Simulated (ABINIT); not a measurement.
Computed results, one entry a study.

```json
{"subject": "BN (P6_3mc): G0W0 with ABINIT, start to end", "lattice_ang": [[2.536, -0.0, 0.0], [-1.268, 2.1962, 0.0], [0.0, 0.0, 4.199]], "atoms": [["B", 0.6667, 0.3333, 0.0], ["B", 0.3333, 0.6667, 0.5], ["N", 0.6667, 0.3333, 0.375], ["N", 0.3333, 0.6667, 0.875]], "method": "RPA screening on PBE, plane waves, norm-conserving pseudopotentials (and 2 further levels or steps)", "program": "ABINIT 10.8.3", "settings": "cutoff 36 Ha, PseudoDojo scalar-relativistic 0.4.1 standard, norm-conserving, potential set dojo-sr-pbe-0.4.1-standard, ngkpt (6, 6, 4), nband 417, ecuteps 17.16 Ha, inclvkb 2, shiftk (0, 0, 0), symchi 1, awtr 1, frequency ppm, 6×6×4 k-mesh", "cost": "5 runs, 41 min in all on 4 MPI ranks of Arm Neoverse V1, shared host", "notes": "The database entry behind the starting cell has ideal inner coordinates that were not refined. The program’s warnings: nkpt*nsppol () is not a multiple of nproc spkpt (). The cell and positions come from the Crystallography Open Database and are kept as given unless a step says otherwise. This is not the form that BN usually takes at ambient conditions. The 6×6×4 mesh is coarse for this cell, which bears on the long-range parts of exchange and screening.", "results": {"pbe_gap": "5.28 eV, indirect", "g0w0_gap_on_the_mesh": "6.95 eV", "gw_settings": "6×6×4 mesh, 417 bands, screening to 466.9 eV, Godby-Needs plasmon pole", "known_limits": "short of the basis limit; coarse k mesh"}}
```

[Long decimals in the printed logs are rounded to 6 places.]

[Logs are printed without paths, hosts, clocks, repeated set-up lines and the standing remarks that a program may print on its own settings, such as how far it seeks lower states.]

[Paths, hosts, dates, memory and timing lines, banners, echoed tables and standing remarks are left out of the program output; an Ansatz launch command may be rebuilt from the run's recorded settings. Measured values are a selection of at most five: reports struck by readers or far from the other reports are left out. None is set beside runs whose start may be inverted or whose files or cutoffs have a known fault.]

[Runs of the session that timed out or met a known fault of the program may be left out.]

[Hosts, paths, dates, database ids (printed as entryN), source tags and the programs' standing remarks are cut or masked in the printed files.]

[G0W0 gaps are taken among the corrected bands and points alone; a level outside them can change the order at an edge.]

[Where Ansatz stands beside ABINIT at settings called matched, ABINIT's density can come from a denser mesh and the files from another edition; pairs whose starting gaps differed by over 0.03 eV were left out, so agreement reads better than it is.]
